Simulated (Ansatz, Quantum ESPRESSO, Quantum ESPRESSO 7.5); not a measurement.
# Ballistic transmission: vacuum gap of 3.5 Å between two Ag(100) faces

How well does the junction conduct in the ballistic limit? It is: vacuum gap of 3.5 Å between two Ag(100) faces.

Main program and level: Quantum ESPRESSO 7.5; plane-wave DFT, LDA, GBRV ultrasoft pseudopotentials (cross-check by Ansatz 0.2.0 with PAW datasets).

**1. Starting point**

The cell holds 16 atoms: 16 Ag. Cell: a = 2.934 Å, b = 2.934 Å, c = 34.625 Å, α = 90.0°, β = 90.0°, γ = 90.0°. It derives from Ag. Regions: left lead, 8 atoms (8 Ag); right lead, 8 atoms (8 Ag). The structure is stacked along c, and the current runs across the ab planes.

**2. SCF with pw.x**

One periodic cell holds a stretch of lead, the junction and more lead; the atoms stay as built.

Input file scf.in:

```
&control
  prefix = 'scf'
  outdir = './out'
  pseudo_dir = './pseudo'
  calculation = 'scf'
  tprnfor = .true.
/
&system
  ibrav = 0
  nat = 16
  ntyp = 1
  ecutwfc = 40
  ecutrho = 200
  occupations = 'smearing'
  smearing = 'mv'
  degauss = 0.01
/
&electrons
  conv_thr = 1e-07
  mixing_beta = 0.25
  electron_maxstep = 120
  mixing_mode = 'local-TF'
/
ATOMIC_SPECIES
  Ag  107.8682  ag_lda_v1.4.uspp.F.UPF
CELL_PARAMETERS angstrom
  2.93449314192417 0.00000000000000 0.00000000000000
  0.00000000000000 2.93449314192417 0.00000000000000
  0.00000000000000 0.00000000000000 34.62500000000000
ATOMIC_POSITIONS crystal
  Ag  0.000000000000 0.000000000000 0.000000000000
  Ag  0.500000000000 0.500000000000 0.059927797834
  Ag  0.000000000000 0.000000000000 0.119855595668
  Ag  0.500000000000 0.500000000000 0.179783393502
  Ag  0.000000000000 0.000000000000 0.239711191336
  Ag  0.500000000000 0.500000000000 0.299638989170
  Ag  0.000000000000 0.000000000000 0.359566787004
  Ag  0.500000000000 0.500000000000 0.419494584838
  Ag  0.000000000000 0.000000000000 0.520577617329
  Ag  0.500000000000 0.500000000000 0.580505415162
  Ag  0.000000000000 0.000000000000 0.640433212996
  Ag  0.500000000000 0.500000000000 0.700361010830
  Ag  0.000000000000 0.000000000000 0.760288808664
  Ag  0.500000000000 0.500000000000 0.820216606498
  Ag  0.000000000000 0.000000000000 0.880144404332
  Ag  0.500000000000 0.500000000000 0.940072202166
K_POINTS automatic
  8 8 1 0 0 0
```

Command:

```bash
$ OMP_NUM_THREADS=1 mpirun -n 4 pw.x -nk 4 -in scf.in > scf.out
```

Output:

```text
Program PWSCF v.7.5 starts
[citation notice left out]

     Parallel version (MPI & OpenMP), running on       4 processor cores
     Number of MPI processes:                 4
     Threads/MPI process:                     1

     MPI processes distributed on     1 nodes
[...]
Current dimensions of program PWSCF are:
     Max number of different atomic species (ntypx) = 10
     Max number of k-points (npk) =  40000
     Max angular momentum in pseudopotentials (lmaxx) =  4
     Message from routine setup:
     using ibrav=0 with symmetry is DISCOURAGED, use correct ibrav instead

     K-points division:     npool     =       4
     Subspace diagonalization in iterative solution of the eigenvalue problem:
     a serial algorithm will be used

     G-vector sticks info
     --------------------
     sticks:   dense  smooth     PW     G-vecs:    dense   smooth      PW
     Sum         489     385    121                96239    68543   12269

     Using Slab Decomposition

     bravais-lattice index     =            0
     lattice parameter (alat)  =       5.5454  a.u.
     unit-cell volume          =    2012.1140 (a.u.)^3
     number of atoms/cell      =           16
     number of atomic types    =            1
     number of electrons       =       304.00
     number of Kohn-Sham states=          182
     kinetic-energy cutoff     =      40.0000  Ry
     charge density cutoff     =     200.0000  Ry
     scf convergence threshold =      1.0E-07
     mixing beta               =       0.2500
     number of iterations used =            8  local-TF  mixing
     Exchange-correlation=  SLA  PZ   NOGX NOGC
                           (   1   1   0   0   0   0   0)

     celldm(1)=   5.545388  celldm(2)=   0.000000  celldm(3)=   0.000000
     celldm(4)=   0.000000  celldm(5)=   0.000000  celldm(6)=   0.000000

     crystal axes: (cart. coord. in units of alat)
               a(1) = (   1.000000   0.000000   0.000000 )
               a(2) = (   0.000000   1.000000   0.000000 )
               a(3) = (   0.000000   0.000000  11.799312 )

     reciprocal axes: (cart. coord. in units 2 pi/alat)
               b(1) = (  1.000000  0.000000  0.000000 )
               b(2) = (  0.000000  1.000000  0.000000 )
               b(3) = (  0.000000  0.000000  0.084751 )

     PseudoPot. # 1 for Ag read from file:
     ./pseudo/ag_lda_v1.4.uspp.F.UPF
     Pseudo is Ultrasoft + core correction, Zval = 19.0
     Generated by new atomic code, or converted to UPF format
     Using radial grid of  887 points,  6 beta functions with:
                l(1) =   0
                l(2) =   0
                l(3) =   1
                l(4) =   1
                l(5) =   2
                l(6) =   2
     Q(r) pseudized with  6 coefficients,  rinner =    1.300   1.300   1.300
                                                       1.300   1.300

     atomic species   valence    mass     pseudopotential
     Ag               19.00   107.86820     Ag( 1.00)

      8 Sym. Ops. (no inversion) found

   Cartesian axes

     site n.     atom                  positions (alat units)
         1        Ag     tau(   1) = (   0.0000000   0.0000000   0.0000000  )
         2        Ag     tau(   2) = (   0.5000000   0.5000000   0.7071068  )
         3        Ag     tau(   3) = (   0.0000000   0.0000000   1.4142136  )
         4        Ag     tau(   4) = (   0.5000000   0.5000000   2.1213203  )
         5        Ag     tau(   5) = (   0.0000000   0.0000000   2.8284271  )
         6        Ag     tau(   6) = (   0.5000000   0.5000000   3.5355339  )
         7        Ag     tau(   7) = (   0.0000000   0.0000000   4.2426407  )
         8        Ag     tau(   8) = (   0.5000000   0.5000000   4.9497475  )
         9        Ag     tau(   9) = (   0.0000000   0.0000000   6.1424577  )
        10        Ag     tau(  10) = (   0.5000000   0.5000000   6.8495645  )
        11        Ag     tau(  11) = (   0.0000000   0.0000000   7.5566713  )
        12        Ag     tau(  12) = (   0.5000000   0.5000000   8.2637780  )
        13        Ag     tau(  13) = (   0.0000000   0.0000000   8.9708848  )
        14        Ag     tau(  14) = (   0.5000000   0.5000000   9.6779916  )
        15        Ag     tau(  15) = (   0.0000000   0.0000000  10.3850984  )
        16        Ag     tau(  16) = (   0.5000000   0.5000000  11.0922052  )

     number of k points=    15  Marzari-Vanderbilt smearing, width (Ry)=  0.0100
                       cart. coord. in units 2pi/alat
        k(    1) = (   0.0000000   0.0000000   0.0000000), wk =   0.0312500
        k(    2) = (   0.0000000   0.1250000   0.0000000), wk =   0.1250000
        k(    3) = (   0.0000000   0.2500000   0.0000000), wk =   0.1250000
        k(    4) = (   0.0000000   0.3750000   0.0000000), wk =   0.1250000
        k(    5) = (   0.0000000  -0.5000000   0.0000000), wk =   0.0625000
        k(    6) = (   0.1250000   0.1250000   0.0000000), wk =   0.1250000
        k(    7) = (   0.1250000   0.2500000   0.0000000), wk =   0.2500000
        k(    8) = (   0.1250000   0.3750000   0.0000000), wk =   0.2500000
        k(    9) = (   0.1250000  -0.5000000   0.0000000), wk =   0.1250000
        k(   10) = (   0.2500000   0.2500000   0.0000000), wk =   0.1250000
[...]
k(   15) = (  -0.5000000  -0.5000000   0.0000000), wk =   0.0312500

     Dense  grid:    96239 G-vectors     FFT dimensions: (  25,  25, 300)

     Smooth grid:    68543 G-vectors     FFT dimensions: (  24,  24, 270)

     Estimated max dynamical RAM per process >     361.05 MB

     Estimated total dynamical RAM >       1.34 GB

     Initial potential from superposition of free atoms

     starting charge     295.9995, renormalised to     304.0000
     Starting wfcs are  208 randomized atomic wfcs

     total cpu time spent up to now is        5.9 secs

     per-process dynamical memory:   203.1 Mb

     Self-consistent Calculation

     iteration #  1     ecut=    40.00 Ry     beta= 0.25
     Davidson diagonalization with overlap
     ethr =  1.00E-02,  avg # of iterations =  2.4

     total cpu time spent up to now is       23.4 secs

     total energy              =   -4733.21187156 Ry
     estimated scf accuracy    <      22.63027811 Ry

     iteration #  2     ecut=    40.00 Ry     beta= 0.25
[...]
total energy              =   -4729.49429693 Ry
     estimated scf accuracy    <       9.76014303 Ry

     iteration #  3     ecut=    40.00 Ry     beta= 0.25
[...]
12.9910  14.0330  14.3139  15.6430  15.8654  17.4905  17.5461  18.9657
    19.7135  20.1350  20.2778  20.5051  20.8393  21.1367  21.7057  21.9921
    22.4784  22.7842  22.9806  23.0720  24.0715  24.2608  24.8377  25.1125
    25.5298  25.6871  27.0995  27.1926  27.4551  27.4926

          k = 0.0000 0.3750 0.0000 (  8627 PWs)   bands (ev):

   -76.5818 -76.5818 -76.5447 -76.5447 -76.5406 -76.5406 -76.5345 -76.5342
   -76.5295 -76.5263 -76.5169 -76.5169 -76.5133 -76.5133 -76.3183 -76.3183
   -40.1663 -40.1663 -40.1489 -40.1473 -40.1457 -40.1438 -40.1408 -40.1404
   -40.1308 -40.1281 -40.1200 -40.1130 -40.1061 -40.1024 -40.0956 -40.0924
   -40.0913 -40.0912 -40.0858 -40.0773 -40.0673 -40.0591 -40.0567 -40.0566
   -40.0518 -40.0516 -40.0471 -40.0467 -40.0430 -40.0405 -40.0398 -40.0383
   -40.0360 -40.0358 -40.0340 -40.0308 -40.0306 -40.0276 -40.0249 -40.0249
   -40.0148 -40.0147 -39.9028 -39.9026 -39.8432 -39.8429 -39.8398 -39.8396
     9.0585   9.0590   9.1052   9.1083   9.1816   9.1907   9.2750   9.2863
     9.3972   9.4128   9.5289   9.5393   9.6385   9.6925   9.8269   9.8274
    10.1928  10.2042  10.2218  10.2463  10.2621  10.3284  10.3402  10.4118
    10.4190  10.4716  10.5189  10.5358  10.5559  10.5644  10.5652  10.5755
    10.5817  10.6049  10.6051  10.6055  10.6714  10.6718  10.6773  10.7053
    10.7500  10.7507  10.7916  10.7951  10.8560  10.8593  10.8940  10.9349
    10.9822  10.9901  11.1157  11.1217  11.1290  11.1970  11.2477  11.2644
    11.3493  11.4032  11.4057  11.4502  11.5646  11.5705  11.6062  11.7078
    11.7725  11.8200  11.8695  11.8807  11.9473  11.9623  11.9807  11.9977
    12.0395  12.0453  12.1302  12.1343  12.1881  12.1907  12.2245  12.2260
    12.4991  12.5066  12.5923  12.6155  12.6509  12.6833  12.9565  13.7315
    14.0716  15.1334  15.4392  16.6079  16.7696  17.0951  17.1349  17.2659
    18.2246  18.3876  18.8567  18.9642  19.3528  19.4212  19.8348  19.9982
    20.9126  21.0392  21.1837  21.5803  22.4166  22.6389  23.5649  23.8412
    24.1690  24.3064  25.8452  25.9126  26.2371  26.3153

          k = 0.0000-0.5000 0.0000 (  8576 PWs)   bands (ev):

   -76.5811 -76.5811 -76.5427 -76.5427 -76.5407 -76.5407 -76.5335 -76.5335
   -76.5278 -76.5278 -76.5150 -76.5150 -76.5141 -76.5141 -76.3176 -76.3176
   -40.1766 -40.1766 -40.1559 -40.1559 -40.1533 -40.1533 -40.1441 -40.1441
   -40.1371 -40.1370 -40.1251 -40.1251 -40.1162 -40.1162 -40.0920 -40.0920
   -40.0898 -40.0898 -40.0739 -40.0739 -40.0667 -40.0667 -40.0562 -40.0562
   -40.0506 -40.0506 -40.0473 -40.0473 -40.0424 -40.0424 -40.0391 -40.0391
   -40.0372 -40.0372 -40.0359 -40.0359 -40.0341 -40.0341 -40.0200 -40.0200
   -40.0191 -40.0191 -39.9125 -39.9125 -39.8424 -39.8424 -39.8388 -39.8388
     8.9950   8.9950   9.0517   9.0517   9.1415   9.1415   9.2633   9.2633
     9.4093   9.4093   9.6071   9.6071   9.7941   9.7941  10.0002  10.0003
    10.2527  10.2527  10.3227  10.3227  10.3692  10.3692  10.3908  10.3908
    10.4185  10.4185  10.4502  10.4502  10.4737  10.4737  10.4948  10.4948
    10.5066  10.5066  10.5359  10.5359  10.6027  10.6027  10.6504  10.6504
    10.6845  10.6845  10.7910  10.7910  10.8823  10.8823  10.9201  10.9201
    11.0441  11.0441  11.0805  11.0805  11.1857  11.1857  11.4278  11.4278
    11.5346  11.5346  11.6199  11.6199  11.6570  11.6570  11.7836  11.7836
    11.9098  11.9098  11.9377  11.9377  12.0091  12.0091  12.0665  12.0665
    12.1085  12.1085  12.1696  12.1696  12.2010  12.2010  12.2084  12.2084
    14.5016  14.5016  14.5200  14.5200  14.5542  14.5542  14.5881  14.5882
    14.6349  14.6349  14.6904  14.6904  14.7333  14.7333  15.1282  15.1282
    17.8190  17.8190  18.5635  18.5635  18.8707  18.8707  19.6947  19.6947
    20.1044  20.1044  21.3332  21.3332  21.7617  21.7617  23.2881  23.2881
    23.6865  23.6865  25.4394  25.4394  25.8052  25.8052

          k = 0.1250 0.1250 0.0000 (  8640 PWs)   bands (ev):

   -76.5847 -76.5847 -76.5501 -76.5500 -76.5426 -76.5424 -76.5384 -76.5364
   -76.5314 -76.5256 -76.5213 -76.5213 -76.5135 -76.5135 -76.3209 -76.3208
   -40.1427 -40.1426 -40.1371 -40.1354 -40.1250 -40.1176 -40.1125 -40.1105
   -40.1085 -40.1085 -40.1031 -40.0925 -40.0851 -40.0843 -40.0824 -40.0731
   -40.0721 -40.0706 -40.0705 -40.0655 -40.0608 -40.0585 -40.0582 -40.0531
   -40.0503 -40.0502 -40.0439 -40.0431 -40.0429 -40.0409 -40.0382 -40.0368
   -40.0338 -40.0264 -40.0256 -40.0233 -40.0194 -40.0194 -40.0173 -40.0172
   -40.0171 -40.0171 -39.8534 -39.8534 -39.8532 -39.8531 -39.8459 -39.8451
     8.1875   8.2897   8.4422   8.6640   8.8912   9.2034   9.2906   9.3361
     9.3991   9.4156   9.4278   9.4360   9.4748   9.5167   9.5282   9.6023
     9.6056   9.6978   9.7001   9.7215   9.7970   9.9029   9.9105   9.9402
    10.0033  10.1003  10.1777  10.2368  10.2686  10.2737  10.2776  10.5876
    10.5985  10.6160  10.6239  10.6928  10.6943  10.7197  10.7210  10.7294
    10.7298  10.7466  10.7514  10.7575  10.7728  10.7965  10.8469  10.9693
    10.9758  11.1046  11.1077  11.2052  11.2178  11.2484  11.2659  11.2708
    11.2776  11.2822  11.3020  11.3024  11.3842  11.4260  11.4468  11.4975
    11.5048  11.5661  11.5769  11.5917  11.6338  11.6440  11.7395  11.7683
    11.7870  11.8032  11.8541  11.9040  11.9184  11.9279  11.9364  11.9487
    11.9838  12.0707  12.1101  12.1316  12.2532  12.3365  12.3965  12.5916
    12.7305  13.5336  13.7542  14.9401  15.1256  16.6526  16.6531  17.8660
    19.0670  21.9315  22.4257  23.8148  23.8165  23.9868  24.1337  24.1341
    24.2011  24.3313  24.6071  24.6745  24.9089  24.9327  25.1113  25.3498
    25.5529  25.6754  25.8694  26.4220  26.6581  26.7026

[...]
the Fermi energy is    14.9827 ev

!    total energy              =   -4731.15382235 Ry
     estimated scf accuracy    <       0.00000005 Ry
     smearing contrib. (-TS)   =       0.00094816 Ry
     internal energy E=F+TS    =   -4731.15477051 Ry

     The total energy is F=E-TS. E is the sum of the following terms:
     one-electron contribution =   -2827.61967694 Ry
     hartree contribution      =    1544.85933537 Ry
     xc contribution           =    -457.11253094 Ry
     ewald contribution        =   -2991.28189800 Ry

     convergence has been achieved in  11 iterations

     Forces acting on atoms (cartesian axes, Ry/au):

     atom    1 type  1   force =     0.00000000    0.00000000   -0.00113103
     atom    2 type  1   force =     0.00000000    0.00000000    0.00056246
     atom    3 type  1   force =     0.00000000    0.00000000   -0.00062406
     atom    4 type  1   force =     0.00000000    0.00000000    0.00086281
     atom    5 type  1   force =     0.00000000    0.00000000    0.00046945
     atom    6 type  1   force =     0.00000000    0.00000000   -0.00136514
     atom    7 type  1   force =     0.00000000    0.00000000    0.00234957
     atom    8 type  1   force =     0.00000000    0.00000000   -0.00738540
     atom    9 type  1   force =     0.00000000    0.00000000    0.00737149
     atom   10 type  1   force =     0.00000000    0.00000000   -0.00233674
     atom   11 type  1   force =     0.00000000    0.00000000    0.00135088
     atom   12 type  1   force =     0.00000000    0.00000000   -0.00045376
     atom   13 type  1   force =     0.00000000    0.00000000   -0.00087202
     atom   14 type  1   force =     0.00000000    0.00000000    0.00063725
     atom   15 type  1   force =     0.00000000    0.00000000   -0.00057103
     atom   16 type  1   force =     0.00000000    0.00000000    0.00113526

     Total force =     0.011379     Total SCF correction =     0.001855
     SCF correction compared to forces is large: reduce conv_thr to get better values

[...]
=------------------------------------------------------------------------------=
   JOB DONE.
=------------------------------------------------------------------------------=
```

Wall time 3 min (4 MPI ranks of Arm Neoverse V2, shared host); peak memory 1.5 GiB.

Read from the output:

```
free energy  : -64370.6270 eV
Fermi energy : 14.98 eV
```

The program's own clock; routines nest. Time by routine:

```csv
routine,wall time (s),calls
PWSCF,177.2,1
electrons,168.7,1
c_bands,150.7,11
cegterg,143.3,44
h_psi,68.38,158
fftw,43.71,44628
vloc_psi,39.15,158
calbec,22.63,218
sum_band,16.14,11
add_vuspsi,14.28,158
s_psi,14.27,158
h_psi:calbec,14.21,158
cdiaghg,6.27,154
init_run,5.83,1
```

The run needed 11 iterations to bring the estimated error under 1e-07 Ry; the largest force on any atom, held or free, is 0.19 eV/Å.

(Continued in part 2 of 3.)

[Logs are printed without paths, hosts, clocks, repeated set-up lines and the standing remarks that a program may print on its own settings, such as how far it seeks lower states.]

[Hosts, paths, dates, database ids (printed as entryN), source tags and the programs' standing remarks are cut or masked in the printed files.]

[Maps of the electrostatic potential energy from Ansatz leave out the sawtooth potential of an applied field or a dipole correction, so their vacuum need not be flat; planar profiles and work functions include it.]
